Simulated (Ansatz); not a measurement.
# Electron–phonon scattering in Ir-W-W-Ir stack of (111) layers

Wanted: the electron–phonon coupling λ, α²F(ω) and the phonon-limited resistivity of Ir-W-W-Ir stack of (111) layers, on meshes from cheap to dear.

Main program and level: Ansatz 0.2.0; DFT LDA, scalar-relativistic, plane waves, PAW; PAW set soft_1.

## Step 1: The starting structure

The cell holds 4 atoms: 2 Ir and 2 W. Its edges and angles: a = 2.815 Å, b = 2.815 Å, c = 17.896 Å, α = 90.0°, β = 90.0°, γ = 120.0°. Vacuum lies along c.

As a file:

```cif
data_structure
_symmetry_space_group_name_H-M 'P 1'
_symmetry_Int_Tables_number 1
_cell_length_a 2.8152
_cell_length_b 2.8152
_cell_length_c 17.8959
_cell_angle_alpha 90.000
_cell_angle_beta 90.000
_cell_angle_gamma 120.000
_cell_volume 122.83
loop_
_atom_site_label
_atom_site_type_symbol
_atom_site_fract_x
_atom_site_fract_y
_atom_site_fract_z
_atom_site_occupancy
Ir1 Ir 0.00000 0.00000 0.30733 1
W2 W 0.33333 0.66667 0.43578 1
W3 W 0.66667 0.33333 0.56422 1
Ir4 Ir 0.00000 0.00000 0.69267 1
```

## Step 2: A first look on a coarse mesh

A single point on a coarse mesh shows the starting pressure, whether the crystal is a metal and what a step costs.

input.yaml reads:

```yaml
crystal:
  lattice:
    - [2.81524, 0.0, 0.0]
    - [-1.40762, 2.43807, 0.0]
    - [0.0, 0.0, 17.8959]
  atoms:
    - { symbol: Ir, position: [0.0, 0.0, 0.30733294] }
    - { symbol: W, position: [0.33333333, 0.66666667, 0.43577765] }
    - { symbol: W, position: [0.66666667, 0.33333333, 0.56422235] }
    - { symbol: Ir, position: [0.0, 0.0, 0.69266706] }
  periodic: [true, true, false]
kpoints:
  mp_grid: { grid: [9, 9, 1] }
hamiltonian:
  xc: lda
  pseudopotentials: { kind: paw, azcp: { folder: soft_1 }, xc_functional: pbe }
scf:
  occupations: { method: gaussian, width: 0.1 }
output:
  forces: true
  stress: true
  eigenvalues: true
```

Run with:

```sh
> ansatz run input.yaml --threads 4 --pin off --max-ram 12288MiB --backend cpu --events-out ev --progress --plain --runs-dir out
```

Numbers of over 12 decimals in the logs are rounded to 6 here.

Output:

```text
[the first part of the log is left out]
Fermi energy:    -5.378513 eV
--- Per-component energies (eV) ---
  E_band       = -2132.486439
  E_kinetic    = 1914.833040
  E_local      = -322234.843413  (includes V_loc(G=0)·N_el)
  E_nonlocal   = 354.968871
  E_hartree    = 159854.286172
  E_xc         = -983.537521
  E_vxc        = -967.917207  (∫ρ·V_xc dr)
  E_paw        = -34636.931432  (= ΣΔE_a)
  E_vpaw       = -908.178763  (= ΣTr[D̂ρ^β])
  E_aug_tail   = 0.001016  (compensation charges beyond the density's cutoff)
  E_ewald      = 152142.072870
  E_core_change = 1.389865  (= ΣΔE_core)
  E_smearing   = -0.022982  (= −TS)
  E_closure    = 0.000000  (closes the sum)
  Σ components = -43587.783513   (vs F -43587.783513, Δ=0.00e0)
--- Forces (eV/Å), atoms counted from 1 ---
  atom   1  Ir     0.00000000     0.00000000     2.40344297
  atom   2  W     -0.00000000    -0.00000000    -3.70983850
  atom   3  W      0.00000000     0.00000000     3.70983850
  atom   4  Ir    -0.00000000    -0.00000000    -2.40344297
  max |Σ_I F_I| component: 1.39e-17 eV/Å
--- 2D stress c σ (N/m, compression-positive) ---
      -29.463567       0.000000       0.000000
        0.000000     -29.463567       0.000000
        0.000000       0.000000       0.000000
  P = ½ c Tr σ = -29.4636 N/m
--- Band table (eV; the first three rows and the last of 12) ---
  k-point 0: bands = ["-97.5541", "-97.5541", "-79.3720", "-79.3082", "-54.2264", "-54.2263", "-54.0647", "-54.0647", "-54.0647", "-54.0647", "-43.9515", "-43.3001", "-43.0541", "-43.0541", "-42.9666", "-42.9666", "-14.4076", "-13.2854", "-12.1364", "-11.6410", "-8.1617", "-7.9065", "-7.8813", "-7.8813", "-7.8760", "-7.8760", "-6.7686", "-6.5324", "-6.5324", "-6.4925", "-6.4925", "-5.6222", "-5.3839", "-5.3839", "-4.9648", "-4.9648", "-4.8262", "-3.1579"]
  k-point 1: bands = ["-97.5511", "-97.5511", "-79.3605", "-79.3001", "-54.2201", "-54.2200", "-54.1132", "-54.1132", "-54.0765", "-54.0765", "-43.9225", "-43.3282", "-43.1482", "-43.0871", "-43.0845", "-42.9899", "-13.9400", "-12.8563", "-11.6853", "-11.1746", "-8.2957", "-8.2158", "-8.1130", "-7.9442", "-7.5538", "-7.5450", "-7.3062", "-7.0949", "-6.4985", "-6.4177", "-6.2465", "-6.0961", "-5.9680", "-5.3700", "-4.7984", "-4.6081", "-4.3570", "-3.2407"]
  k-point 2: bands = ["-97.5435", "-97.5435", "-79.3309", "-79.2801", "-54.2348", "-54.2348", "-54.2038", "-54.2038", "-54.1064", "-54.1064", "-43.8568", "-43.5361", "-43.3659", "-43.2422", "-43.1681", "-43.0502", "-12.7470", "-11.8435", "-10.7462", "-10.1924", "-9.0560", "-8.6463", "-8.3973", "-8.1725", "-7.9015", "-7.8820", "-6.9597", "-6.7544", "-6.6605", "-6.5054", "-6.3094", "-6.1977", "-5.7069", "-4.8779", "-4.7598", "-4.0101", "-3.4494", "-3.1116"]
  k-point 11: bands = ["-97.5251", "-97.5251", "-79.2454", "-79.2454", "-54.3513", "-54.3513", "-54.3496", "-54.3496", "-54.1653", "-54.1653", "-43.8112", "-43.8112", "-43.8069", "-43.6105", "-43.3603", "-43.3603", "-9.7388", "-9.7388", "-9.4434", "-9.3278", "-9.3278", "-8.7028", "-8.4763", "-8.0542", "-8.0542", "-7.9544", "-7.9544", "-7.4780", "-7.4780", "-5.0970", "-5.0970", "-4.7667", "-4.7534", "-3.7792", "-1.8576", "-1.8576", "0.0681", "0.6519"]
```

It took 3.1 s on 4 threads of Arm Neoverse V1, shared host; peak memory 0.6 GiB.

This step gave:

```yaml
metallic_on_mesh: yes
gap_on_the_k_mesh: 0 eV
```

## Step 3: Rough relaxation

The start is far from rest, so a relaxation with loose thresholds does the first part.

Edit input.yaml of step 2 so:

```diff
@@ -22 +22,6 @@
   eigenvalues: true
+relax:
+  adjacent_minimum: "off"
+  f_tol: 0.05
+  max_steps: 80
+  cell: { stress_2d_tol: 0.02 }
```

Output:

```text
Warning: crystal.periodic: the lattice vector that does not repeat stood 0.000° off the slab's normal, 17.896 Å along it as the deck builds it. The run solves the slab on a vector along the normal, 37.592 Å long, with every atom where it was (on the deck's vector they left 11.00 Å outside them, and the widest stretch free of ions among them is 2.30 Å). A fractional position that the run reports is one of the run's ce [...]
[...]
crystal.periodic: the lattice vector that does not repeat stood 0.000° off the slab's normal, 17.896 Å along it as the deck builds it. The run solves the slab on a vector along the normal, 37.592 Å long, with every atom where it was (on the deck's vector they left 11.00 Å outside them, and the widest stretch free of ions among them is 2.30 Å). A fractional position that the run reports is one of the run's cell, which [...]
[...]
Crystal: 4 atoms, lattice volume = 258.021 Å³
Basis set: ecut = 420 eV, 5081 PW (Γ)
Bands: 38, of which v1, the nominal top of the filled ones, is band 31 counted from 1 (30 counted from 0)
Symmetry: 12 space group operations
[...]
k-points: 12 of 81
[...]
SCF iter   1: F=—  HF=-43589.155428 eV  |F-HF|=—  |Δ(HF+E_count)|=         —  Δρ=3.07e-2  dr2=1.56e1  ethr=3.10e-3  ⟨swp⟩=15.6  Hψ=3552  notcnv=0
[...]
SCF iter  10: F=-43587.783513 eV  HF=-43587.783513 eV  |F-HF|=7.71e-10  |Δ(HF+E_count)|=   2.14e-8  Δρ=2.91e-7  dr2=2.97e-10  ethr=5.75e-12  ⟨swp⟩=4.2  Hψ=1928  notcnv=0
SCF 1 converged in 10 iterations: F = -43587.783513 eV  dr2 = 2.97e-10
[...]
relax step   1: F+E_penalty+E_count = -43587.78351345 eV  Δ(F+E_penalty+E_count) = +0.000e0 eV  max|allowed force component| = 3.710e0 eV/Å  Δτ_max = 0.0000 Å  P = -29.464 N/m  Ω = 258.021 Å³  fix = [c, alpha, beta]  reactions: c -0.000 N/m  (10 SCF iters, dr2 threshold 1.00e-7 eV, accepted)
Crystal: 4 atoms, lattice volume = 245.365 Å³
Basis set: ecut = 420 eV, 4799 PW (Γ)
[...]
SCF iter   1: F=—  HF=-43588.907401 eV  |F-HF|=—  |Δ(HF+E_count)|=         —  Δρ=1.66e-2  dr2=2.71e0  ethr=3.10e-3  ⟨swp⟩=14.8  Hψ=2891  notcnv=0
[...]
SCF iter  11: F=-43588.561318 eV  HF=-43588.561318 eV  |F-HF|=1.09e-10  |Δ(HF+E_count)|=   1.63e-9  Δρ=2.97e-7  dr2=4.82e-10  ethr=1.75e-11  ⟨swp⟩=4.0  Hψ=1764  notcnv=0
SCF 2 converged in 11 iterations: F = -43588.561318 eV  dr2 = 4.82e-10
relax step   2: F+E_penalty+E_count = -43588.56131835 eV  Δ(F+E_penalty+E_count) = -7.778e-1 eV  max|allowed force component| = 3.244e0 eV/Å  Δτ_max = 0.1951 Å  P = +1.109 N/m  Ω = 245.365 Å³  energy of the carried Pulay correction = +8.848e-4 eV  fix = [c, alpha, beta]  reactions: c +0.000 N/m  (11 SCF iters, dr2 threshold 4.00e-7 eV, accepted)
Crystal: 4 atoms, lattice volume = 244.026 Å³
iter 1 solved again at ethr=7.94e-4 eV; its pass at ethr=3.10e-3 eV (dr2=4.92e-1 eV) is discarded
[...]
SCF iter  10: F=-43588.935118 eV  HF=-43588.935118 eV  |F-HF|=8.73e-10  |Δ(HF+E_count)|=   2.10e-9  Δρ=5.49e-7  dr2=9.63e-10  ethr=2.41e-11  ⟨swp⟩=5.0  Hψ=1990  notcnv=0
SCF 3 converged in 10 iterations: F = -43588.935118 eV  dr2 = 9.63e-10
relax step   3: F+E_penalty+E_count = -43588.93511769 eV  Δ(F+E_penalty+E_count) = -3.738e-1 eV  max|allowed force component| = 4.965e-1 eV/Å  Δτ_max = 0.0915 Å  P = -8.435 N/m  Ω = 244.026 Å³  energy of the carried Pulay correction = +9.810e-4 eV  fix = [c, alpha, beta]  reactions: c -0.000 N/m  (10 SCF iters, dr2 threshold 4.00e-7 eV, accepted)
[...]
relax step   4: F+E_penalty+E_count = -43588.97417650 eV  Δ(F+E_penalty+E_count) = -3.906e-2 eV  max|allowed force component| = 2.607e-1 eV/Å  Δτ_max = 0.0295 Å  P = +0.067 N/m  Ω = 239.608 Å³  energy of the carried Pulay correction = +1.302e-3 eV  fix = [c, alpha, beta]  reactions: c +0.000 N/m  (11 SCF iters, dr2 threshold 4.00e-7 eV, accepted)
[...]
relax step   5: F+E_penalty+E_count = -43588.97718606 eV  Δ(F+E_penalty+E_count) = -3.010e-3 eV  max|allowed force component| = 1.550e-2 eV/Å  Δτ_max = 0.0136 Å  P = +0.094 N/m  Ω = 239.444 Å³  energy of the carried Pulay correction = +1.314e-3 eV  fix = [c, alpha, beta]  reactions: c +0.000 N/m  (6 SCF iters, dr2 threshold 4.00e-7 eV, accepted)
[...]
relax step   6: F+E_penalty+E_count = -43588.97721310 eV  Δ(F+E_penalty+E_count) = -2.703e-5 eV  max|allowed force component| = 3.499e-4 eV/Å  Δτ_max = 0.0019 Å  P = +0.015 N/m  Ω = 239.550 Å³  energy of the carried Pulay correction = +1.306e-3 eV  fix = [c, alpha, beta]  reactions: c +0.000 N/m  (6 SCF iters, dr2 threshold 7.66e-9 eV, accepted)
[...]
SCF iter   7: F=-43588.975816 eV  HF=-43588.975816 eV  |F-HF|=9.46e-11  |Δ(HF+E_count)|=  2.18e-11  Δρ=2.02e-8  dr2=5.63e-13  ethr=1.00e-12  ⟨swp⟩=14.9  Hψ=3877  notcnv=0
SCF 7 converged in 7 iterations: F = -43588.975816 eV  dr2 = 5.63e-13
relax step   7: F+E_penalty+E_count = -43588.97581588 eV  Δ(F+E_penalty+E_count) = +1.397e-3 eV  max|allowed force component| = 1.879e-4 eV/Å  Δτ_max = 0.0000 Å  P = +0.015 N/m  Ω = 239.550 Å³  fix = [c, alpha, beta]  reactions: c +0.000 N/m  stress off target by 1.53e-2 N/m on what of the cell is left free  SCF on the basis re-selected at this cell (its energy is not comparable with the rows above)  (7 SCF iters)
basis re-selected at this cell: Δ(F+E_penalty+E_count) = +1.397e-3 eV, ΔP = +0.001 N/m vs the last step (what re-selecting the basis moved, of the pressure what is left beyond the Pulay correction that the steps carried, after the strain that the cell walked since its last selection, with what the two solves' SCF thresholds leave and, on support functions, any second-order correction that the steps lacked; it is no m [...]
SCF converged after 7 iterations
Free energy (F): -43588.975816 eV
[...]
Internal energy: -43588.959202 eV  (E = F + TS)
E sigma→0 (E₀):  -43588.967509 eV
Entropy (-TS):   -0.016614 eV (-4.153 meV/atom)
Fermi energy:    -5.237839 eV
[...]
--- Forces (eV/Å), atoms counted from 1 ---
  atom   1  Ir    -0.00000000    -0.00000000    -0.00018791
  atom   2  W      0.00000000     0.00000000    -0.00015763
  atom   3  W      0.00000000    -0.00000000     0.00015763
  atom   4  Ir     0.00000000     0.00000000     0.00018791
  max |Σ_I F_I| component: 4.63e-18 eV/Å
--- 2D stress c σ (N/m, compression-positive) ---
        0.015312      -0.000000      -0.000000
        0.000000       0.015312       0.000000
       -0.000000       0.000000       0.000000
  P = ½ c Tr σ = 0.0153 N/m
--- Band table (eV; the first three rows and the last of 12) ---
  k-point 0: bands = [... 27 lower, -6.7334, -6.7334, -6.6777, -6.6777, -5.4905, -4.9127, -4.9127, -4.7134, ... 3 higher]
  k-point 1: bands = [... 27 lower, -7.3121, -6.9284, -6.6151, -6.5067, -5.8843, -5.6914, -4.7756, -4.4431, ... 3 higher]
  k-point 2: bands = [... 27 lower, -6.9372, -6.9063, -6.4397, -6.4258, -6.3925, -5.5843, -4.6031, -3.8815, ... 3 higher]
  k-point 11: bands = [... 27 lower, -7.1236, -7.1236, -4.7769, -4.5351, -4.5351, -4.1349, -3.8062, -1.4574, ... 3 higher]
--- Relaxed structure (6 steps of the walk, 6 accepted, 1 SCFs on fresh bases) ---
  F+E_penalty+E_count = -43588.97581588 eV   max|allowed force component| = 1.879e-4 eV/Å   (the final SCF, on the basis selected at the relaxed cell)
  cell:  # Å, volume = 239.5502 Å³
    - [2.712604, 0, 0]
    - [-1.356302, 2.349184, 0]
    - [0, 0, 37.591801756216]
  atoms:
    - { symbol: Ir, position: [4.780708116466307e-18, 1.3659166047046673e-18, 0.148702] }
    - { symbol: W, position: [0.333333, 0.666667, 0.204699] }
    - { symbol: W, position: [0.666667, 0.333333, 0.271360] }
    - { symbol: Ir, position: [-4.780708116466306e-18, -1.3659166047046673e-18, 0.327356] }
```

Run time: 22 s. Hardware: 4 threads; peak memory 0.59 GiB.

The steps of the relaxation:

```
step  energy less that of the first step (eV)  largest force component (eV/Å)  volume (Å³)
   1                                   0.0000                          3.7098       258.02
   2                                  -0.7778                          3.2443       245.37
   3                                  -1.1516                          0.4965       244.03
   4                                  -1.1907                          0.2607       239.61
   5                                  -1.1937                          0.0155       239.44
   6                                  -1.1937                          0.0003       239.55
  7*                                  -1.1923                          0.0002       239.55
```

Relaxation steps marked * repeat the geometry before them on a plane-wave basis chosen anew for their cell, so energy and pressure can jump there.

The run keeps the 12 symmetry operations that it works with, so distortions that break them were not tested.

```
cell as run  before  after  change
      a (Å)   2.815  2.713  -3.6 %
      b (Å)   2.815  2.713  -3.6 %
```

The atoms that moved most (Å, along periodic axes as changes of fractional coordinates times the final cell, across vacuum about the mean position):

```
atom     dx     dy      dz  length
  W2  0.000  0.000  -0.104   0.104
  W3  0.000  0.000   0.104   0.104
 Ir1  0.000  0.000   0.090   0.090
 Ir4  0.000  0.000  -0.090   0.090
```

The relaxed structure:

```xyz
4
Lattice="2.7126 0.0000 0.0000 -1.3563 2.3492 0.0000 0.0000 0.0000 37.5918" Properties=species:S:1:pos:R:3
Ir    0.0000    0.0000    5.5900
W     0.0000    1.5661    7.6950
W     1.3563    0.7831   10.2009
Ir    0.0000    0.0000   12.3059
```

The relaxation ends with a largest force component of 1.9e-4 eV/Å.

## Step 4: Relaxing cell and atoms

The structure is brought to rest under this functional.

input.yaml, the sections that differ from step 3:

```yaml
crystal:
  lattice:
    - [2.7126037928, 0.0, 0.0]
    - [-1.3563018964, 2.3491837949, 0.0]
    - [0.0, 0.0, 37.5918017562]
  atoms:
    - { symbol: Ir, position: [0.0, 0.0, 0.1487022867] }
    - { symbol: W, position: [0.3333333333, 0.6666666667, 0.2046985361] }
    - { symbol: W, position: [0.6666666667, 0.3333333333, 0.2713600502] }
    - { symbol: Ir, position: [0.0, 0.0, 0.3273562996] }
  periodic: [true, true, false]
kpoints:
  mp_grid: { grid: [12, 12, 1] }
relax:
  adjacent_minimum: "off"
  f_tol: 0.005
  max_steps: 80
  cell: { stress_2d_tol: 0.02 }
# hamiltonian, scf, output: as in step 3
```

Output:

```text
[the first part of the log is left out]
  E_aug_tail   = 0.000975  (compensation charges beyond the density's cutoff)
  E_ewald      = 165398.291973
  E_core_change = 1.389865  (= ΣΔE_core)
  E_smearing   = -0.008402  (= −TS)
  E_closure    = -0.000000  (closes the sum)
  Σ components = -43589.015196   (vs F -43589.015196, Δ=0.00e0)
--- Forces (eV/Å), atoms counted from 1 ---
  atom   1  Ir     0.00000000    -0.00000000    -0.00019585
  atom   2  W     -0.00000000     0.00000000     0.00024865
[...]
-0.000000      -0.000000       0.000000
  P = ½ c Tr σ = 0.0022 N/m
--- Band table (eV; the first three rows and the last of 19) ---
[...]
--- Relaxed structure (5 steps of the walk, 4 accepted, 1 SCFs on fresh bases) ---
[...]
cell:  # Å, volume = 240.2957 Å³
    - [2.716822, 0.0, 0]
    - [-1.358411, 2.352837, 0]
    - [0, 0, 37.5918017562]
  atoms:
    - { symbol: Ir, position: [0, 0, 0.149026] }
    - { symbol: W, position: [0.333333, 0.666667, 0.204731] }
    - { symbol: W, position: [0.666667, 0.333333, 0.271328] }
    - { symbol: Ir, position: [0, 0, 0.327033] }
```

Run time: 22 s. Hardware: 4 threads; peak memory 0.66 GiB.

Relaxation path:

```
step  energy less that of the first step (eV)  largest force component (eV/Å)  volume (Å³)
   1                                   0.0000                          0.1439       239.55
   2                                   0.0022                          0.1915       241.13
   3                                  -0.0019                          0.0278       240.37
   4                                  -0.0020                          0.0106       240.29
   5                                  -0.0020                          0.0003       240.30
   6                                  -0.0020                          0.0002       240.30
```

The log counts 1 steps on a newly chosen plane-wave basis, not all of them marked here; energy and pressure can jump at such steps. Relaxation step 2 was tried and not accepted.

```
cell as run  before  after  change
      a (Å)   2.713  2.717  +0.2 %
      b (Å)   2.713  2.717  +0.2 %
```

The atoms that moved most (Å, along periodic axes as changes of fractional coordinates times the final cell, across vacuum about the mean position):

```
atom     dx     dy      dz  length
 Ir4  0.000  0.000  -0.012   0.012
 Ir1  0.000  0.000   0.012   0.012
```

The relaxed structure:

```xyz
4
Lattice="2.7168 0.0000 0.0000 -1.3584 2.3528 0.0000 0.0000 0.0000 37.5918" Properties=species:S:1:pos:R:3
Ir    0.0000    0.0000    5.6021
W     0.0000    1.5686    7.6962
W     1.3584    0.7843   10.1997
Ir    0.0000    0.0000   12.2938
```

The relaxation ends with a largest force component of 2.5e-4 eV/Å.

## Step 5: Tight relaxation

Residual forces and stress shift phonon frequencies, so the cell is relaxed again, with tight thresholds and the mesh and smearing of this input.

input.yaml, the sections that differ from step 4:

```yaml
crystal:
  lattice:
    - [2.7168218043, 0.0, 0.0]
    - [-1.3584109022, 2.3528367001, 0.0]
    - [0.0, 0.0, 37.5918017562]
  atoms:
    - { symbol: Ir, position: [0.0, 0.0, 0.1490256649] }
    - { symbol: W, position: [0.3333333333, 0.6666666667, 0.2047309323] }
    - { symbol: W, position: [0.6666666667, 0.3333333333, 0.271327654] }
    - { symbol: Ir, position: [0.0, 0.0, 0.3270329214] }
  periodic: [true, true, false]
scf:
  occupations: { method: methfessel_paxton, width: 0.2 }
relax:
  adjacent_minimum: "off"
  f_tol: 0.001
  max_steps: 60
  cell: { stress_2d_tol: 0.002 }
# kpoints, hamiltonian, output: as in step 4
```

Output:

```text
[the first part of the log is left out]
  E_aug_tail   = 0.000976  (compensation charges beyond the density's cutoff)
  E_ewald      = 165393.593072
  E_core_change = 1.389865  (= ΣΔE_core)
  E_smearing   = 0.006127  (= −TS)
  E_closure    = -0.000000  (closes the sum)
  Σ components = -43589.009391   (vs F -43589.009391, Δ=0.00e0)
[...]
--- 2D stress c σ (N/m, compression-positive) ---
        0.000053      -0.000000      -0.000000
        0.000000       0.000053       0.000000
       -0.000000       0.000000       0.000000
  P = ½ c Tr σ = 0.0001 N/m
--- Band table (eV; the first three rows and the last of 19) ---
[...]
--- Relaxed structure (5 steps of the walk, 4 accepted, 1 SCFs on fresh bases) ---
[...]
cell:  # Å, volume = 240.3198 Å³
    - [2.716958, 2.8868962824508785e-11, 0]
    - [-1.358479, 2.352954, 0]
    - [0, 0, 37.5918017562]
  atoms:
    - { symbol: Ir, position: [0, 0, 0.149042] }
    - { symbol: W, position: [0.333333, 0.666667, 0.204729] }
    - { symbol: W, position: [0.666667, 0.333333, 0.271330] }
    - { symbol: Ir, position: [0, 0, 0.327017] }
```

It took 21 s on 4 threads; peak memory 0.66 GiB.

Little changed from the start: no atom moved by 0.005 Å and no cell edge by 0.1 %.

[end of part 1 of 4]

[Logs are printed without paths, hosts, clocks, repeated set-up lines and the standing remarks that a program may print on its own settings, such as how far it seeks lower states.]

[Hosts, paths, dates, database ids (printed as entryN), source tags and the programs' standing remarks are cut or masked in the printed files.]
